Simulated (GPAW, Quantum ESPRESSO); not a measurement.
# Near-edge structure at the O K edge of Ti6O (P-31m), part 3 of 5

Do two independent programs agree on the O K edge of Ti6O (P-31m)? The same cell and functional are run with XSpectra and with GPAW.

Quantum ESPRESSO 7.5 and GPAW 26.7.0; core-hole supercells, plane-wave PAW LDA.

So far. Step 2 (The field without a hole (Quantum ESPRESSO)): The mesh shows no gap, so the system is treated as a metal and the core electron is put at the Fermi level (neutral cell). Step 3 (Spectrum without a core hole, O atom 7 (Quantum …): Main maxima below 24 eV (height): 2.4 eV (2.20), 3.6 eV (2.43), 10.8 eV (1.36), 15.2 eV (0.81), 18.7 eV (0.84) and 23.8 eV (0.84).

## Step 8: Spectrum with XCH, O atom 7 (Quantum ESPRESSO)

Level of this step: X-ray absorption near-edge structure, plane-wave PAW LDA, one-electron final states by a Lanczos continued fraction (Quantum ESPRESSO).

The Lanczos recursion gives the spectrum without computing empty bands; each polarisation needs a run of its own on the full k mesh. xe0 is set between filled and empty states, and states below it are cut, here at the Fermi level, which holds the excited electron. The file of filecore holds the core orbital, taken from the hole-free data set.

The input, xspectra.in:

```
&input_xspectra
   calculation='xanes_dipole', edge='K'
   prefix='x', outdir='tmp', xiabs=2, xe0=13.3685
   xonly_plot=.false., x_save_file='xanes.sav'
   xniter=3000, xcheck_conv=20, xerror=0.005
   xcoordcrys=.false., xepsilon(1)=1, xepsilon(2)=0, xepsilon(3)=0
/
&plot
   xnepoint=413, xemin=-10, xemax=45, terminator=.true., cut_occ_states=.true.
   xgamma=0.4
/
&pseudos
   filecore='../O.wfc'
/
&cut_occ
   cut_desmooth=0.1, cut_stepl=0.05, cut_stepu=0.05, cut_ierror=1e-5
/
7 7 3 0 0 0
```

xspectra_1.in, as its differences from xspectra.in of step 8:

```diff
@@ -5,3 +5,3 @@
    xniter=3000, xcheck_conv=20, xerror=0.005
-   xcoordcrys=.false., xepsilon(1)=1, xepsilon(2)=0, xepsilon(3)=0
+   xcoordcrys=.false., xepsilon(1)=0, xepsilon(2)=0, xepsilon(3)=1
 /
```

Started as:

```console
$ OMP_NUM_THREADS=1 mpirun --oversubscribe --bind-to none -np 4 xspectra.x -nk 4 -in xspectra.in > xspectra.out
```

Numbers of over 12 decimals in the logs are rounded to 6 here.

The log of the run:

```text
     [... banner and references ...]
Reading input_file

     calculation: xanes_dipole

     xepsilon  [cartesian coordinates]:   1.000000   0.000000   0.000000

     xonly_plot: FALSE
        => complete calculation: Lanczos + spectrum plot

     filecore (core-wavefunction file): ../O.wfc

     main plot parameters:
        cut_occ_states: TRUE
        gamma_mode:  constant
        -> using xgamma [eV]:  0.40
        xemin [eV]: -10.00
        xemax [eV]:  45.00
        xnepoint:  413
        xe0 [eV]:  13.368500 (energy zero read in input file)

     WARNING: variable ef_r is obsolete

                      Reading SCF save directory: x.save

     tmp/x.save/

     Exchange-correlation= PZ
                           (   1   1   0   0   0   0   0)

     G-vector sticks info

                           Getting the Fermi energy

     From SCF save directory:
        ehomo [eV]:   13.7282 (highest occupied level)
        elumo [eV]:   13.7370 (lowest occupied level)
        ef    [eV]:   13.7282

     -> ef (in eV) will be written in x_save_file

                           Energy zero of the spectrum

     -> ef will NOT be used as energy zero of the spectrum
       (because xe0 read in input file)

     G-vector sticks info

     bravais-lattice index     =            0
     lattice parameter (alat)  =       9.6943  a.u.
     unit-cell volume          =    1458.0429 (a.u.)^3
     number of atoms/cell      =           14
     number of atomic types    =            3
     number of electrons       =       157.00
     number of Kohn-Sham states=           97
     kinetic-energy cutoff     =      52.0000  Ry
     charge density cutoff     =     560.0000  Ry
     Exchange-correlation= PZ
                           (   1   1   0   0   0   0   0)

     celldm(1)=   9.694295  celldm(2)=   0.000000  celldm(3)=   0.000000
     celldm(4)=   0.000000  celldm(5)=   0.000000  celldm(6)=   0.000000

     crystal axes: (cart. coord. in units of alat)
               a(1) = (   0.500000  -0.866025   0.000000 )
               a(2) = (  -0.500000  -0.866025   0.000000 )
               a(3) = (   0.000000   0.000000  -1.847953 )

     reciprocal axes: (cart. coord. in units 2 pi/alat)
               b(1) = (  1.000000 -0.577350  0.000000 )
               b(2) = ( -1.000000 -0.577350 -0.000000 )
               b(3) = (  0.000000 -0.000000 -0.541139 )

     PseudoPot. #1 for Ti:     Pseudo is Projector augmented-wave + core cor, Zval = 12.0

     ../pp/O.lda-n-kjpaw-1sch.UPF
     Pseudo is Projector augmented-wave + core cor, Zval =  7.0
     Shape of augmentation charge: PSQ
     Using radial grid of 1095 points,  4 beta functions with:
                l(1) =   0
                l(2) =   0
                l(3) =   1
                l(4) =   1
     Q(r) pseudized with 0 coefficients

     ../pp/O.lda-n-kjpaw.UPF
     Pseudo is Projector augmented-wave + core cor, Zval =  6.0
     Shape of augmentation charge: PSQ
     Using radial grid of 1095 points,  4 beta functions with:
                l(1) =   0
                l(2) =   0
                l(3) =   1
                l(4) =   1
     Q(r) pseudized with 0 coefficients

     atomic species   valence    mass     pseudopotential
     Ti               12.00     1.00000     Ti( 1.00)
     O0                7.00     1.00000     O ( 1.00)
     O                 6.00     1.00000     O ( 1.00)

     12 Sym. Ops., with inversion, found

   Cartesian axes

     site n.     atom                  positions (alat units)
         1        Ti     tau(   1) = (  -0.3335000  -0.5776389  -1.1549708  )
         2        Ti     tau(   2) = (  -0.3335000  -0.5776389  -0.2309942  )
         3        Ti     tau(   3) = (   0.1670000  -0.8660254  -1.1549708  )
         4        Ti     tau(   4) = (   0.1670000  -0.8660254  -0.2309942  )
         5        Ti     tau(   5) = (   0.1665000  -0.2883865  -1.1549708  )
[...]
10        Ti     tau(  10) = (   0.3335000  -0.5776389  -0.6929825  )
        11        Ti     tau(  11) = (  -0.1670000  -0.8660254  -1.6169591  )
        12        Ti     tau(  12) = (  -0.1670000  -0.8660254  -0.6929825  )
        13        O0     tau(  13) = (   0.0000000   0.0000000   0.0000000  )
        14        O      tau(  14) = (   0.0000000   0.0000000  -0.9239766  )

     number of k points=   147  Marzari-Vanderbilt smearing, width (Ry)=  0.0150

     Number of k-points >= 100: set verbosity='high' to print them.

     Dense  grid:   326385 G-vectors     FFT dimensions: (  75,  75, 135)

     Smooth grid:    73859 G-vectors     FFT dimensions: (  45,  45,  90)

     The potential is recalculated from file :
     tmp/x.save/charge-density

     Starting wfcs are  128 atomic wfcs
     Checking if some PAW data can be deallocated...

               Reading core wavefunction file for the absorbing atom

     ../O.wfc successfully read

                              Attributing the PAW radii
                     for the absorbing atom [units: Bohr radius]

        PAW proj 1: r_paw(l= 0)= 1.95  (1.5*r_cut)
        PAW proj 2: r_paw(l= 0)= 1.95  (1.5*r_cut)
        PAW proj 3: r_paw(l= 1)= 2.03  (1.5*r_cut)
        PAW proj 4: r_paw(l= 1)= 2.03  (1.5*r_cut)

        NB: The calculation will not necessary use all these r_paw values.
            - For a edge in the electric-dipole approximation,
              only the r_paw(l=1) values are used.
            - For a K edge in the electric-quadrupole approximation,
              only the r_paw(l=2) values are used.

            - For a L2 or L3 edge in the electric-quadrupole approximation,

              all projectors (s, p and d) are used.

     init_gipaw_1: projectors nearly linearly dependent:
     ntyp =  1, l/n1/n2 =  2 2 1  0.99072326

                          Starting XANES calculation
                     in the electric dipole approximation

     Method of calculation based on the Lanczos recursion algorithm
        - STEP 1: Construction of a kpoint-dependent Lanczos basis,
          in which the Hamiltonian is tridiagonal (each 'iter'
          corresponds to the calculation of one more Lanczos vector)
        - STEP 2: Calculation of the cross-section as a continued fraction
          averaged over the k-points.

     ... Begin STEP 1 ...

        Radial transition matrix element(s) used in the calculation of the
        initial vector of the Lanczos basis (|tilde{phi}_abs> normalized)
        | For PAW proj. (l=1) #1: radial matrix element =   0.161351071
        | For PAW proj. (l=1) #2: radial matrix element =   0.207521030

NB: the    37 k-point are not all listed below because npool=  4
        |-------------------------------------------------------------
        ! k-point #     1:  ( 0.0000, -0.0000,  0.0000),  0.0136,   1
        |-------------------------------------------------------------
 okvan= T
        |   Norm of the initial Lanczos vector: 0.11119090E+00
        |   Estimated error at iter     20:   1.00541247
        |   Estimated error at iter     40:   0.52765994
        |   Estimated error at iter     60:   0.07655931
        |   Estimated error at iter     80:   0.11553597
        |   Estimated error at iter    100:   0.09566483
[...]
!   => CONVERGED at iter    300 with error=  0.00384289
        |-------------------------------------------------------------
        ! k-point #     2:  ( 0.0000, -0.0000, -0.1804),  0.0136,   1
        |-------------------------------------------------------------
 okvan= T
        |   Norm of the initial Lanczos vector: 0.11119955E+00
[...]
!   => CONVERGED at iter    260 with error=  0.00388727
        |-------------------------------------------------------------
     [... 34 further k-points ...]
        ! k-point #    37:  (-0.5714, -0.4949,  0.0000),  0.0136,   1
        |-------------------------------------------------------------
 okvan= T
        |   Norm of the initial Lanczos vector: 0.11121015E+00
[...]
|   Estimated error at iter    480:   0.00920037
        |   Estimated error at iter    500:   0.00605118
        |   Estimated error at iter    520:   0.00715912
        !   => CONVERGED at iter    540 with error=  0.00225570

     Results of STEP 1 successfully written in x_save_file
     x_save_file name:
     ->  xanes.sav
     x_save_file version:  2

     ... End STEP 1 ...

     ... Begin STEP 2 ...

     The spectrum is calculated using the following parameters:
        xe0 [eV]:   13.3685
        the occupied states are elimintate from the spectrum
        xemin [eV]: -10.00
        xemax [eV]:  45.00
        xnepoint:  413
        constant broadening parameter [eV]:    0.400
        Core level energy [eV]:  -543.1
         (from electron binding energy of neutral atoms in X-ray data booklet)

     Cross-section successfully written in xanes.dat

     ... End STEP 2 ...

                                END JOB XSpectra
```

The job ended after 8.8 min (4 MPI ranks of Arm Neoverse V1, shared host; peak memory 0.38 GiB).

The O K spectrum, O atom 7, excited-electron core hole (neutral cell) (energy from the energy zero of the input (xe0, at the border of filled and empty states); intensity scaled to a mean of 1 over the first 20 eV; the points at xe0, where the cut of filled states can leave a spike, are interpolated; polarised curves are means over the symmetry-equivalent atoms):

```
E (eV)  isotropic  ε ⊥ c  ε ∥ c
  -2.0       0.09   0.09   0.08
  -1.4       0.12   0.12   0.11
  -0.8       0.19   0.19   0.17
  -0.2       0.41   0.43   0.37
   0.4       0.85   0.90   0.73
   1.0       1.76   1.85   1.57
   1.6       2.55   2.69   2.28
   2.2       2.43   2.28   2.72
   2.8       1.99   1.79   2.40
   3.4       1.84   1.76   1.98
   4.0       1.32   1.37   1.22
   4.6       1.09   1.12   1.04
   5.2       0.87   0.88   0.84
   5.8       0.74   0.76   0.71
   6.4       0.64   0.69   0.54
   7.0       0.51   0.55   0.42
   7.6       0.43   0.46   0.36
   8.2       0.44   0.43   0.47
   8.8       0.70   0.69   0.72
   9.4       0.90   0.87   0.95
  10.0       1.14   1.02   1.39
  10.6       1.26   1.05   1.69
  11.2       0.98   0.82   1.32
  11.8       0.68   0.68   0.68
  12.4       0.74   0.83   0.54
  13.0       0.77   0.90   0.52
  13.6       0.72   0.83   0.51
  14.2       0.75   0.88   0.51
  14.8       0.92   1.13   0.50
  15.4       0.82   0.98   0.52
  16.0       0.82   0.86   0.75
  16.6       0.81   0.75   0.93
  17.2       0.79   0.73   0.91
  17.8       0.79   0.77   0.82
  18.4       0.86   0.88   0.81
  19.0       0.68   0.69   0.67
  19.6       0.56   0.52   0.65
  20.2       0.65   0.47   0.99
  20.8       0.69   0.51   1.04
  21.4       0.72   0.51   1.15
  22.0       0.81   0.63   1.16
  22.6       0.87   0.85   0.90
  23.2       0.92   0.96   0.84
  23.8       0.87   0.95   0.70
  24.4       0.84   0.95   0.63
  25.0       0.84   0.92   0.69
  25.6       0.82   0.89   0.69
  26.2       0.75   0.82   0.60
  26.8       0.66   0.75   0.50
  27.4       0.59   0.66   0.46
  28.0       0.60   0.68   0.45
  28.6       0.67   0.75   0.52
  29.2       0.64   0.67   0.60
  29.8       0.68   0.66   0.71
  30.4       0.65   0.66   0.65
  31.0       0.69   0.72   0.62
  31.6       0.68   0.68   0.66
```

Main maxima below 24 eV (height): 1.9 eV (2.61), 10.4 eV (1.30), 12.7 eV (0.79), 14.8 eV (0.93), 18.3 eV (0.87) and 23.4 eV (0.94). 

The total-energy difference is 535.92 eV. One term is added: -8.83 eV, since the hole is spin-paired here and a spin-polarised one costs that much less in the free atom (computed apart). The photon energy is then 527.09 eV. The functional leaves an error in such absolute values: in the free atom LDA prices this hole 4.1 eV below PBE (computed apart), and PBE is itself good to a few eV.

## Step 9: Another broadening

The final state's lifetime shortens with energy, so measured features broaden above the edge; the saved Lanczos coefficients are redrawn with a width that grows.

The input, xspectra_plot.in:

```
&input_xspectra
   calculation='xanes_dipole', edge='K'
   prefix='x', outdir='tmp', xiabs=2, xe0=13.3685
   xonly_plot=.true., x_save_file='xanes.sav'
   xniter=3000, xcheck_conv=20, xerror=0.005
   xcoordcrys=.false., xepsilon(1)=1, xepsilon(2)=0, xepsilon(3)=0
/
&plot
   xnepoint=413, xemin=-10, xemax=45, terminator=.true., cut_occ_states=.true.
   gamma_mode='variable', gamma_energy(1)=4, gamma_energy(2)=25, gamma_value(1)=0.3, gamma_value(2)=2.5
/
&pseudos
   filecore='../O.wfc'
/
&cut_occ
   cut_desmooth=0.1, cut_stepl=0.05, cut_stepu=0.05, cut_ierror=1e-5
/
7 7 3 0 0 0
```

Started as:

```console
$ OMP_NUM_THREADS=1 xspectra.x -in xspectra_plot.in > xspectra_plot.out
```

The log of the run:

```text
     [... banner and references ...]
Reading input_file
     -------------------------------------------------------------------------

     calculation: xanes_dipole

     xonly_plot: TRUE
        => only the spectrum plot

     main plot parameters:
        cut_occ_states: TRUE
        gamma_mode:  variable
        -> first, constant up to point ( 4.00, 0.30) [eV]
        -> then, linear up to point (25.00, 2.50) [eV]
        -> finally, constant up to xemax
        xemin [eV]: -10.00
        xemax [eV]:  45.00
        xnepoint:  413
[...]
xemin [eV]: -10.00
        xemax [eV]:  45.00
        xnepoint:  413
        energy-dependent broadening parameter:
         -> first, constant up to point ( 4.00, 0.30) [eV]
         -> then, linear up to point (25.00, 2.50) [eV]
         -> finally, constant up to xemax
        Core level energy [eV]:  -543.1
         (from electron binding energy of neutral atoms in X-ray data booklet)

     Cross-section successfully written in xanes.dat

     -------------------------------------------------------------------------
                                END JOB XSpectra
     -------------------------------------------------------------------------
[key lines of the parts left out:]
Fermi level [eV]:  13.7282
```

Run time: 4.6 s. Hardware: 1 MPI rank; peak memory 0.05 GiB.

With a Lorentzian half width 0.3 eV up to 4 eV, rising linearly to 2.5 eV at 25 eV, the maxima are 1.9 eV (2.79), 3.1 eV (2.13) and 10.4 eV (1.01).

## Step 10: The field without a hole (GPAW)

The second program starts from its own ground state, on the same cell and functional.

The input, scf.py:

```python
import numpy as np
from ase import Atoms
from ase.parallel import parprint, paropen
from gpaw import GPAW, PW, FermiDirac, Mixer, MixerDif, setup_paths
from gpaw.test import gen
setup_paths.insert(0, '.')
gen('O', name='nch1s', xcname='LDA', corehole=(1, 0, 0), write_xml=True)
from gpaw.mpi import world
world.barrier()

atoms = Atoms('Ti6O',
    cell=[[5.13, 0, 0],
     [-2.565, 4.44271032, 0],
     [0, 0, 4.74]],
    scaled_positions=[[0.333, 0.333, 0.75],
     [0.667, 0, 0.75],
     [0, 0.667, 0.75],
     [0.667, 0.667, 0.25],
     [0, 0.333, 0.25],
     [0.333, 0, 0.25],
     [0, 0, 0]],
    pbc=True)
atoms.calc = calc = GPAW(legacy_gpaw=True, mode=PW(500), xc='LDA', setups={6: 'nch1s'},
    kpts={'size': (6, 6, 5), 'gamma': True}, occupations=FermiDirac(0.05),
    charge=0, mixer=Mixer(0.1, 5, 50), maxiter=150,
    convergence={'density': 0.0001}, txt='scf.txt')
energy = atoms.get_potential_energy() + calc.get_reference_energy()
ef = calc.get_fermi_level()
out = dict(energy=energy, fermi=ef, forces=atoms.get_forces().tolist())
parprint(f'all-electron energy {energy:.4f} eV, Fermi level {ef:.4f} eV')
ev = np.array([[calc.get_eigenvalues(k, s) for k in range(len(calc.get_ibz_k_points()))] for s in range(calc.get_number_of_spins())])
out['homo'], out['lumo'], out['counts'] = ev[ev < ef].max(), ev[ev > ef].min(), sorted(set((ev < ef).sum((0, 2)).tolist()))
out['filled'] = (ev[:, 0] < ef).sum(1).tolist()
import json
with paropen('out.json', 'w') as f:
    json.dump(out, f)
```

Started as:

```console
$ OMP_NUM_THREADS=1 mpirun -n 4 gpaw python scf.py
```

The log of the run:

```text
Input parameters:
  convergence: {density: 0.0001}
  kpts: {gamma: True,
         size: (6, 6, 5)}
  maxiter: 150
  mixer: {backend: pulay,
          beta: 0.1,
          method: separate,
          nmaxold: 5,
          weight: 50}
  mode: {ecut: 500.0,
         name: pw}
  occupations: {fixmagmom: False,
                name: fermi-dirac,
                width: 0.05}
  setups: {6: nch1s}

Initialize ...

[...]
2s(2) :    -0.872866     1.079797
*s    :     0.127134
2p(4) :    -0.337925     0.876472
*p    :     0.662075
*d    :     0.000000
--------------------------------

Diagonalizing with gridspacing h=0.050

state   all-electron     PAW
-------------------------------
2s:      -0.872866    -0.873954
2p:      -0.337925    -0.341740
*d:                    0.050276
*f:                    0.077289
-------------------------------
all-electron energy -141127.6561 eV, Fermi level 8.4408 eV
[key lines of the parts left out:]
Converged after 54 iterations.
Dipole moment: (-0.000000, 0.000000, 0.000000) |e|*Ang
Free energy:    -56.078597
Fermi level: 8.44079
```

Run time: 2.3 min. Hardware: 4 MPI ranks; peak memory 0.25 GiB; 9.1 min of CPU time.

The mesh shows no gap, so the system is treated as a metal and the core electron is put at the Fermi level (neutral cell).

(Continued in part 4 of 5.)

[Banner, clock and machine lines of the logs are left out without a mark of their own.]

[Logs are printed without paths, hosts, clocks, repeated set-up lines and the standing remarks that a program may print on its own settings, such as how far it seeks lower states.]

[Hosts, paths, dates, database ids (printed as entryN), source tags and the programs' standing remarks are cut or masked in the printed files.]

[Lists of maxima count a maximum above −3 eV only where it reaches 4 % of the highest in the window and stands out from its surroundings by 2 % of it (1.5 % where it reaches 55 %); shoulders and weaker maxima are passed over, and of the rest the first, up to two pre-edge ones and the few strongest are named.]
